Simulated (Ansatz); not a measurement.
## Ge(100) slab, H on the bottom face, dimerised (48 atoms): a reference run and its variants

The cell holds 48 atoms: 32 Ge and 16 H. Cell: a = 16.003 Å, b = 8.002 Å, c = 15.127 Å, α = 90.0°, β = 90.0°, γ = 90.0°. It derives from Ge (diamond-structure). Diamond-structure Ge (a = 5.658 Å), (100) slab of 4 atomic planes, 4 x 2 surface cells, H on the broken bonds of the bottom face, 10 Å of vacuum; top atoms paired into dimers, p(2x2) buckling; displaced by a Gaussian of 0.02 Å. Regions: slab, 32 atoms (32 Ge); hydrogen, 16 atoms (16 H). Vacuum lies along c.

Geometry: as built.

Reference run: Kohn-Sham DFT, PBE, PAW (set soft_2), plane waves (Ansatz 0.2.0), cutoff 420 eV, k-mesh 1×2×1, fermi-dirac smearing of 0.05 eV.

| Quantity | Value |
| --- | --- |
| r.m.s. force component | 0.6348 eV/Å |
| spacing of highest filled and lowest empty level | 0.0233 eV |
| SCF cycles | 11 |
| time | 20 s on 4 threads of Intel Xeon 6975P-C (Granite Rapids), shared host |

Variants, in no order:
A. support functions medium, spacing 0.45 Å
B. support functions medium, spacing 0.375 Å
C. support functions low

**Question.** Rank the variants by how far their forces lie from the reference's, least first.

C, B, A.

| variant | Δ force, r.m.s. (meV/Å) | share of r.m.s. force (%) |
| --- | --- | --- |
| C. support functions low | 1.06 | 0.168 |
| B. support functions medium, spacing 0.375 Å | 8.6 | 1.35 |
| A. support functions medium, spacing 0.45 Å | 2660 | 419 |

The main run has no spin polarisation, so any moments at edges, vacancies or dangling bonds can't form in it.

[Hosts, paths, dates, database ids (printed as entryN), source tags and the programs' standing remarks are cut or masked in the printed files.]
